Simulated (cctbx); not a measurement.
# Accept or mend?

Cell a = 17.0250 Å, b = 6.4210 Å, c = 7.4540 Å, α = 90.00°, β = 102.70°, γ = 90.00°; space group C2/c (no. 15).

The data are simulated with cctbx, not measured: synchrotron X-rays, λ = 0.6889 Å, to d = 0.65 Å, 70 % of the full sphere, strongest reflection 20000 counts, noise from counting, a 6 % proportional error and a noise floor of 8 counts (s.d.); no absorption.

An isotropic refinement with weights 1/σ² prints:

```text
Rint 0.045, 1478 unique reflections to 0.65 A
cycle     R1     wR2    GooF  max shift (A)
   1  0.1173  0.3520   6.213   0.50211
  12  0.0267  0.0713   1.258   0.00057
final R1 0.0267 wR2 0.0713 GooF 1.258  parameters 26  data/parameter 56.8
atom        x        y        z      Ueq    occ   su(xyz)  su(Uiso or U11)
Ca1    0.00000  0.84044  0.25000   0.0042  1.000  0.00005  0.0001
S1     0.42451  0.63320  0.39769   0.0060  1.000  0.00005  0.0001
S2     0.38991  0.93938  0.76594   0.0054  1.000  0.00005  0.0001
N1     0.35531  0.82197  0.27551   0.0059  1.000  0.00017  0.0002
H1     0.32538  0.72100  0.07195   0.0149  1.000  0.00399  0.0055
H2     0.27924  0.82183  0.36980   0.0115  1.000  0.00378  0.0053
N2     0.32271  0.24880  0.66650   1.0000  1.000  0.00977  0.0680
difference map: max 1.03 min -0.99 rms 0.13
Q1    0.0964  0.3933  0.7643    8    1.11  0.46 A from S2
Q2    0.0143  0.1617  0.8069    8    0.88  0.44 A from Ca1
Q3    0.1220  0.4775  0.7084    8    0.83  0.39 A from S2
Q4    0.0545  0.1646  0.3749    8    0.52  2.03 A from H1
Q5    0.0947  0.3534  0.4530    8    0.46  1.65 A from H1
Q6    0.0487  0.4689  0.1257    8    0.43  1.31 A from S2
```

Q: Accept it or mend it, and why?

Mend it. The fault: spurious atom: N2. Against the right model at the same level, R1 goes from 0.0254 to 0.0267 and GooF from 1.22 to 1.26 and N2 takes U = the program's ceiling. A site with no density behind it hides by a very large U or drifts.

The compound is CaH4S4N2. The right model at the same level gives:

```text
Rint 0.045, 1478 unique reflections to 0.65 A
cycle     R1     wR2    GooF  max shift (A)
   1  0.2508  0.5728  10.095   0.08927
   3  0.0254  0.0690   1.216   0.00008
final R1 0.0254 wR2 0.0690 GooF 1.216  parameters 22  data/parameter 67.2
atom        x        y        z      Ueq    occ   su(xyz)  su(Uiso or U11)
Ca1    0.00000  0.84044  0.25000   0.0042  1.000  0.00005  0.0001
S1     0.42451  0.63319  0.39769   0.0060  1.000  0.00005  0.0001
S2     0.38991  0.93937  0.76594   0.0053  1.000  0.00004  0.0001
N1     0.35528  0.82195  0.27544   0.0059  1.000  0.00016  0.0002
H1     0.32711  0.72261  0.07671   0.0123  1.000  0.00367  0.0050
H2     0.27969  0.82035  0.37041   0.0106  1.000  0.00357  0.0050
difference map: max 1.02 min -0.96 rms 0.11
Q1    0.0964  0.3933  0.7645    8    1.10  0.47 A from S2
Q2    0.0144  0.1605  0.8066    8    0.88  0.44 A from Ca1
Q3    0.1222  0.4782  0.7087    8    0.83  0.40 A from S2
Q4    0.0566  0.1587  0.3751    8    0.40  1.98 A from H1
Q5    0.0958  0.3575  0.4532    8    0.40  1.63 A from H1
Q6    0.0159  0.0964  0.9084    8    0.38  1.22 A from Ca1
```

Isotropic U is held between 0.0001 and 1 Å² by the program, and listed peak heights are interpolated, so they can pass the grid's maximum.

The model was made for the exercise: a known structure type with other elements put in, its volume estimated, not relaxed; displacement parameters are assumed.

[Middle refinement cycles are left out of these outputs.]

[Logs are printed without paths, hosts, clocks, repeated set-up lines and the standing remarks that a program may print on its own settings, such as how far it seeks lower states.]
